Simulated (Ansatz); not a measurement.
# WC (Qusongite, P-6m2) under uniaxial strain along c, part 2 of 2

Wanted: the shifts of the zone-centre modes of WC (Qusongite, P-6m2) with strain.

Ansatz 0.2.0; DFT LDA, scalar-relativistic, plane waves, PAW; PAW set soft_1.

So far, highest optical mode at the zone centre (no LO-TO term) (cm⁻¹): step 5 (modes at rest) 627.

## Step 6: Relaxation of a member: uniaxial strain of +4 % along c

The cell takes a uniaxial strain of +4 % along c. The strained length and the angles are held, while the rest of the cell and the atoms relax.

The input, input.yaml:

```yaml
crystal:
  lattice:
    - [2.8683827977, 0.0, 0.0]
    - [-1.4341913989, 2.4840923706, 0.0]
    - [0.0, 0.0, 2.9253463696]
  atoms:
    - { symbol: C, position: [0.6666666668, 0.3333333332, 0.5] }
    - { symbol: W, position: [-2.0e-10, 2.0e-10, 0.0] }
kpoints:
  mp_grid: { grid: [18, 18, 16] }
hamiltonian:
  xc: lda
  pseudopotentials: { kind: paw, azcp: { folder: soft_1 }, xc_functional: pbe }
scf:
  occupations: { method: methfessel_paxton, width: 0.2 }
output:
  forces: true
  stress: true
  eigenvalues: true
relax:
  adjacent_minimum: "off"
  f_tol: 0.001
  max_steps: 60
  cell: { stress_tol: 0.01, fix: [c, angles] }
```

The run is started by

```sh
> ansatz run input.yaml --threads 4 --pin off --max-ram 10240MiB --backend cpu --events-out ev --progress --plain --runs-dir out
```

Numbers of over 12 decimals in the logs are rounded to 6 here.

The program printed:

```text
[...]
k-point 818: bands = [... 5 lower, 13.6227, 15.8401, 16.1022, 20.3119, 24.7556, 24.9838, 26.6935, 29.1462]
--- Relaxed structure (4 steps of the walk, 3 accepted, 1 SCFs on fresh bases) ---
[...]
cell:  # Å, volume = 20.7749 Å³
    - [2.863624, 2.881968931376388e-11, 0]
    - [-1.431812, 2.479971, 0]
    - [0, 0, 2.9253463696]
  atoms:
    - { symbol: C, position: [0.666667, 0.333333, 0.5] }
    - { symbol: W, position: [-1.2227700838554746e-10, 1.222770018917013e-10, 0] }
[key lines of the parts left out:]
SCF converged after 4 iterations
Free energy (F): -10374.091212 eV
Fermi energy:    20.044648 eV
P = ⅓ Tr σ = -11.4229 GPa (-114.229 kbar)
```

The job ended after 23 s (4 threads of Arm Neoverse V2, shared host; peak memory 0.63 GiB).

Relaxation path:

| step | energy less that of the first step (eV) | largest force component (eV/Å) | pressure (GPa) | volume (Å³) |
| --- | --- | --- | --- | --- |
| 1 | 0.0000 | 0.0000 | -12.65 | 20.84 |
| 2 | -0.0002 | 0.0000 | -10.10 | 20.70 |
| 3 | -0.0005 | 0.0000 | -11.43 | 20.78 |
| 4 | -0.0005 | 0.0000 | -11.42 | 20.77 |
| 5* | -0.0004 | 0.0000 | -11.42 | 20.77 |

Relaxation steps marked * repeat the geometry before them on a plane-wave basis chosen anew for their cell, so energy and pressure can jump there. Relaxation step 2 was tried and not accepted.

| conventional cell, symmetrised | before | after | change |
| --- | --- | --- | --- |
| a (Å) | 2.868 | 2.864 | -0.2 % |
| b (Å) | 2.868 | 2.864 | -0.2 % |
| c (Å) | 2.925 | 2.925 | +0.0 % |
| volume (Å³/atom) | 10.42 | 10.39 | -0.3 % |

The relaxed structure:

```xyz
2
Lattice="2.8636 0.0000 0.0000 -1.4318 2.4800 0.0000 0.0000 0.0000 2.9253" Properties=species:S:1:pos:R:3 pbc="T T T"
C     1.4318    0.8267    1.4627
W     0.0000    0.0000    0.0000
```

Numbers from this step:

```yaml
pressure: -11.42 GPa
volume_per_atom: 10.39 Å³
```

The forces vanish by symmetry.

The cell shrank by 0.3 % in volume.

## Step 7: Modes of this member: uniaxial strain of +4 % along c

The zone-centre modes follow for uniaxial strain of +4 % along c.

input.yaml, the sections that differ from step 6:

```yaml
crystal:
  lattice:
    - [2.8636236312, 0.0, 0.0]
    - [-1.4318118156, 2.4799708115, 0.0]
    - [0.0, 0.0, 2.9253463696]
  atoms:
    - { symbol: C, position: [0.6666666668, 0.3333333332, 0.5] }
    - { symbol: W, position: [-1.0e-10, 1.0e-10, 0.0] }
output:
  eigenvalues: true
phonons:
  method: dfpt
# kpoints, hamiltonian, scf: as in step 6
# relax: removed
```

The program printed:

```text
[...]
Crystal: 2 atoms, lattice volume = 20.775 Å³
Basis set: ecut = 420 eV, 405 PW (Γ), exchange–correlation on 40×40×40 points (8 copies of the dense FFT grid, shifted against one another)
Bands: 13, of which v1, the nominal top of the filled ones, is band 9 counted from 1 (8 counted from 0)
Symmetry: 12 space group operations
k-points: 819 of 5184 (irreducible under 4 space group operations, time reversal used)
[...]
SCF iter   1: F=—  HF=-10375.271110 eV  |F-HF|=—  |Δ(HF+E_count)|=         —  Δρ=1.30e-1  dr2=4.74e0  ethr=3.10e-3  ⟨swp⟩=5.0  Hψ=53557  notcnv=0
[...]
SCF iter   9: F=-10374.091212 eV  HF=-10374.091212 eV  |F-HF|=3.64e-12  |Δ(HF+E_count)|=  3.64e-12  S|Δr|=    0.00e0  Δρ=3.48e-8  dr2=8.64e-14  ethr=1.00e-12  ⟨swp⟩=5.0  Hψ=39888  notcnv=0
SCF 1 converged in 9 iterations: F = -10374.091212 eV  dr2 = 8.64e-14
[...]
SCF converged after 9 iterations
[...]
Free energy (F): -10374.091212 eV
[...]
Internal energy: -10374.091918 eV  (E = F + TS)
E sigma→0 (E₀):  -10374.091389 eV
Entropy (-TS):   0.000706 eV (0.353 meV/atom)
Fermi energy:    20.044648 eV
[...]
--- Band table (eV; the first three rows and the last of 819) ---
  k-point 0: bands = [... 5 lower, 15.6745, 17.0602, 17.0602, 19.7545, 23.1880, 23.1880, 25.4700, 25.4700]
  k-point 1: bands = [... 5 lower, 15.6034, 17.1003, 17.1003, 19.7666, 22.8878, 22.8878, 25.6528, 25.6528]
  k-point 2: bands = [... 5 lower, 15.3610, 17.2181, 17.2181, 19.8610, 22.2381, 22.2381, 25.9345, 25.9345]
  k-point 818: bands = [... 5 lower, 13.9132, 14.4465, 18.0584, 18.7027, 24.6545, 25.6446, 26.2586, 29.3404]
[...]
ASR residual: 2.377e-5 → 0.000e0 eV/Å²; symmetrization residual: 1.553e-6 eV/Å²
  ASR residual per site (eV/Å²): 8.75e-6 2.38e-5
  Γ frequencies (cm⁻¹): 0.00 0.00 0.00 514.58 589.74 589.74
[...]
```

Run time: 20 s. Hardware: 4 threads; peak memory 0.87 GiB; 73 s of CPU time.

This step gave:

```yaml
sum_rule_residual_before_enforcement: 2.38e-5 eV/Å²
highest_optical_mode_at_the_zone_centre_no_lo_to_term: 589.7 cm⁻¹
lowest_optical_zone_centre_mode: 514.6 cm⁻¹
```

Patterns of degenerate modes are one choice out of their space. The modes at Γ (shares of kinetic energy by element, %):

```
mode  frequency (cm⁻¹)  symmetry  C %  W %
   1               0.0  acoustic    6   94
   2               0.0  acoustic    6   94
   3               0.0  acoustic    6   94
   4             514.6      A2''   94    6
   5             589.7        E'   94    6
   6             589.7        E'   94    6
```

Displacements in mode 4 (514.6 cm⁻¹), the largest set to 1:
```
C1   0.00  0.00  1.00
W2   0.00  0.00 -0.07
```

Displacements in mode 5 (589.7 cm⁻¹), the largest set to 1:
```
C1   0.00  1.00  0.00
W2   0.00 -0.07  0.00
```

The lowest optical mode is real, 515 cm⁻¹, and the highest lies at 589.7 cm⁻¹.

For the highest optical mode at the zone centre (no LO-TO term), step 5 gave 627 cm⁻¹; this run, with strain 4 %, gives 590 cm⁻¹ (-6 %).

## Step 8: Relaxation of a member: uniaxial strain of -4 % along c

The cell takes a uniaxial strain of -4 % along c. The strained length and the angles are held, while the rest of the cell and the atoms relax.

input.yaml, the sections that differ from step 7:

```yaml
crystal:
  lattice:
    - [2.9022743372, 0.0, 0.0]
    - [-1.4511371686, 2.5134433048, 0.0]
    - [0.0, 0.0, 2.7003197257]
  atoms:
    - { symbol: C, position: [0.666666665, 0.333333335, 0.5] }
    - { symbol: W, position: [1.7e-09, -1.7e-09, 0.0] }
output:
  forces: true
  stress: true
  eigenvalues: true
relax:
  adjacent_minimum: "off"
  f_tol: 0.001
  max_steps: 60
  cell: { stress_tol: 0.01, fix: [c, angles] }
# kpoints, hamiltonian, scf: as in step 7
# phonons: removed
```

The program printed:

```text
[...]
Crystal: 2 atoms, lattice volume = 19.698 Å³
Basis set: ecut = 420 eV, 393 PW (Γ)
Bands: 13, of which v1, the nominal top of the filled ones, is band 9 counted from 1 (8 counted from 0)
Symmetry: 4 space group operations
k-points: 819 of 5184 (time reversal used)
[...]
k-point 818: bands = [... 5 lower, 14.5387, 16.3091, 17.1984, 21.7931, 25.6678, 27.1875, 28.3658, 30.8265]
--- Relaxed structure (5 steps of the walk, 5 accepted, 2 SCFs on fresh bases) ---
[...]
cell:  # Å, volume = 19.7851 Å³
    - [2.908678, 1.1162921877440624e-18, 0]
    - [-1.454339, 2.518989, 0]
    - [0, 0, 2.7003197257]
  atoms:
    - { symbol: C, position: [0.666667, 0.333333, 0.5] }
    - { symbol: W, position: [2.289773415956652e-9, -2.2897733740098246e-9, 0] }
[key lines of the parts left out:]
SCF converged after 3 iterations
Free energy (F): -10374.078164 eV
Fermi energy:    21.302247 eV
P = ⅓ Tr σ = 13.7640 GPa (137.640 kbar)
```

The job ended after 30 s (4 threads; peak memory 0.58 GiB).

Step by step:

```
step  energy less that of the first step (eV)  largest force component (eV/Å)  pressure (GPa)  volume (Å³)
   1                                   0.0000                          0.0000           15.70        19.70
   2                                  -0.0001                          0.0000           12.45        19.84
   3                                  -0.0005                          0.0000           13.75        19.79
   4                                  -0.0005                          0.0000           13.76        19.78
  5*                                  -0.0006                          0.0000           13.77        19.78
   6                                  -0.0006                          0.0000           13.76        19.79
  7*                                  -0.0006                          0.0000           13.76        19.79
```

Relaxation steps marked * repeat the geometry before them on a plane-wave basis chosen anew for their cell, so energy and pressure can jump there.

```
conventional cell, symmetrised  before  after  change
                         a (Å)   2.902  2.909  +0.2 %
                         b (Å)   2.902  2.909  +0.2 %
                         c (Å)   2.700  2.700  -0.0 %
              volume (Å³/atom)    9.85   9.89  +0.4 %
```

The relaxed structure:

```
C W
1.0
     2.90868    0.00000    0.00000
    -1.45434    2.51899    0.00000
     0.00000    0.00000    2.70032
C W
1 1
Direct
  0.66667 0.33333 0.50000
  0.00000 0.00000 0.00000
```

Numbers from this step:

| Property | Result |
| --- | --- |
| pressure | 13.76 GPa |
| volume per atom | 9.893 Å³ |

The largest force component left is 3.9e-4 meV/Å.

## Step 9: Zone-centre modes of the member: uniaxial strain of -4 % along c

The zone-centre modes follow for uniaxial strain of -4 % along c.

input.yaml, the sections that differ from step 8:

```yaml
crystal:
  lattice:
    - [2.9086783274, 0.0, 0.0]
    - [-1.4543391637, 2.518989323, 0.0]
    - [0.0, 0.0, 2.7003197257]
  atoms:
    - { symbol: C, position: [0.6666666644, 0.3333333356, 0.5] }
    - { symbol: W, position: [2.3e-09, -2.3e-09, 0.0] }
output:
  eigenvalues: true
phonons:
  method: dfpt
# kpoints, hamiltonian, scf: as in step 8
# relax: removed
```

The program printed:

```text
[...]
Crystal: 2 atoms, lattice volume = 19.785 Å³
Basis set: ecut = 420 eV, 393 PW (Γ), exchange–correlation on 40×40×40 points (8 copies of the dense FFT grid, shifted against one another)
Bands: 13, of which v1, the nominal top of the filled ones, is band 9 counted from 1 (8 counted from 0)
Symmetry: 12 space group operations
k-points: 819 of 5184 (irreducible under 4 space group operations, time reversal used)
[...]
k-point 2: bands = [... 5 lower, 16.6547, 17.5377, 17.5377, 21.7668, 23.4658, 23.4658, 27.8423, 27.9982]
  k-point 818: bands = [... 5 lower, 14.3768, 15.2196, 19.3847, 20.1066, 26.6378, 27.1803, 27.4457, 31.3849]
[...]
ASR residual: 2.533e-5 → 0.000e0 eV/Å²; symmetrization residual: 9.239e-7 eV/Å²
  ASR residual per site (eV/Å²): 5.91e-6 2.53e-5
  Γ frequencies (cm⁻¹): 0.00 0.00 0.00 662.43 670.68 670.68
[...]
[key lines of the parts left out:]
SCF converged after 9 iterations
Free energy (F): -10374.078165 eV
Fermi energy:    21.302247 eV
```

Wall time 19 s (4 threads); peak memory 0.85 GiB.

Numbers from this step:

```
sum-rule residual before enforcement                    : 2.53e-5 eV/Å²
highest optical mode at the zone centre (no LO-TO term) : 670.7 cm⁻¹
lowest optical zone-centre mode                         : 662.4 cm⁻¹
```

Patterns of degenerate modes are one choice out of their space. Modes at Γ, with each element's share of the kinetic energy:

| mode | frequency (cm⁻¹) | symmetry | C % | W % |
| --- | --- | --- | --- | --- |
| 1 | 0.0 | acoustic | 6 | 94 |
| 2 | 0.0 | acoustic | 6 | 94 |
| 3 | 0.0 | acoustic | 6 | 94 |
| 4 | 662.4 | A2'' | 94 | 6 |
| 5 | 670.7 | E' | 94 | 6 |
| 6 | 670.7 | E' | 94 | 6 |

The lowest optical mode is real, 662 cm⁻¹, and the highest lies at 670.7 cm⁻¹.

Between step 5 and this run (strain -4 %) the value for the highest optical mode at the zone centre (no LO-TO term) moves from 627 cm⁻¹ to 671 cm⁻¹ (+7 %).

## Step 10: The series together

The members are set side by side, also those not shown above.

Stress is positive in compression; energies are extrapolated to zero smearing, and E0 is that at rest; the edges not held and the atoms are relaxed in each cell; all runs use 18×18×16 k points and Methfessel-Paxton smearing of 0.2 eV. State of the crystal along the series:

```
strain (%)  stress along the axis (GPa)  free strain along a (%)  free strain along b (%)  E - E0 (meV/atom)
        -4                        41.29                   0.8582                   0.8582              50.86
        -3                        30.03                   0.6361                   0.6361              28.08
        -2                        19.51                   0.4158                   0.4158              12.32
        -1                        9.567                   0.2014                   0.2014              3.065
         0                     -1.63e-4                        0                        0                  0
         1                       -9.205                  -0.1881                  -0.1881              2.878
         2                          -18                  -0.3677                  -0.3677               11.4
         3                       -26.36                  -0.5391                  -0.5391              25.29
         4                       -34.26                  -0.7041                  -0.7041              44.25
```

Optical modes are counted from below at rest and tracked from member to member by their patterns, and modes that stay within 0.3 cm⁻¹ of each other stand once; labels, where given, are those at rest; the edges not held and the atoms are relaxed in each cell; all runs use 18×18×16 k points and Methfessel-Paxton smearing of 0.2 eV. Optical modes along the series:

| strain (%) | optical mode 1 A2'' (cm⁻¹) | optical mode 2 E' (cm⁻¹) |
| --- | --- | --- |
| -4 | 662.4 | 670.7 |
| -3 | 647.8 | 660.1 |
| -2 | 633.5 | 648.7 |
| -1 | 618.5 | 637.3 |
| 0 | 601.3 | 626.6 |
| 1 | 581.8 | 616.9 |
| 2 | 560.5 | 608 |
| 3 | 537.8 | 599.2 |
| 4 | 514.6 | 589.7 |

Value and slope at zero strain of a cubic (a lower polynomial where under five rows exist) through the rows within 2 % of rest. Slopes at rest:

```
               mode  frequency (cm⁻¹)  shift per percent of strain (cm⁻¹)  shift per GPa of compressive stress (cm⁻¹)
optical mode 1 A2''             601.3                              -18.44                                        1.96
  optical mode 2 E'             626.6                              -10.16                                        1.08
```

## Step 11: Results

```yaml
members: 9
highest_optical_mode_at_the_zone_centre_no_lo_to_term_at_rest: 626.6 cm⁻¹
young_s_modulus_along_c: 939 GPa
optical_mode_1_a2_shift_per_percent: -18.44 cm⁻¹
optical_mode_2_e_shift_per_percent: -10.16 cm⁻¹
```

**Reading.** The stress changes by 9.39 GPa for each percent, a Young’s modulus of 939 GPa along c. For each percent the free edge responds with -0.19 %. The fastest shift in the table of slopes is -18.4 cm⁻¹ for each percent (optical mode 1 A2''), or 2.0 cm⁻¹ for each GPa of compressive stress. For small strain, the measured shift of a line that Raman or infrared light can see, divided by its slope, estimates the stress, if the state of stress is of this kind. These are harmonic frequencies at zero temperature: anharmonic shifts, linewidths and thermal expansion are left out. Spin-orbit coupling is left out, which can matter for the heavy elements here. With no gap, or one that is small against the smearing, the frequencies hang on the k mesh and the smearing, most of all near Kohn anomalies. The PAW files were made for PBE; the program adapts parts of them to the functional of the run, but their partial waves stay those of PBE, an approximation that was not tested in this session. Only the zone centre was solved, so an instability at another wavevector cannot show here.

[Logs are printed without paths, hosts, clocks, repeated set-up lines and the standing remarks that a program may print on its own settings, such as how far it seeks lower states.]

[Hosts, paths, dates, database ids (printed as entryN), source tags and the programs' standing remarks are cut or masked in the printed files.]
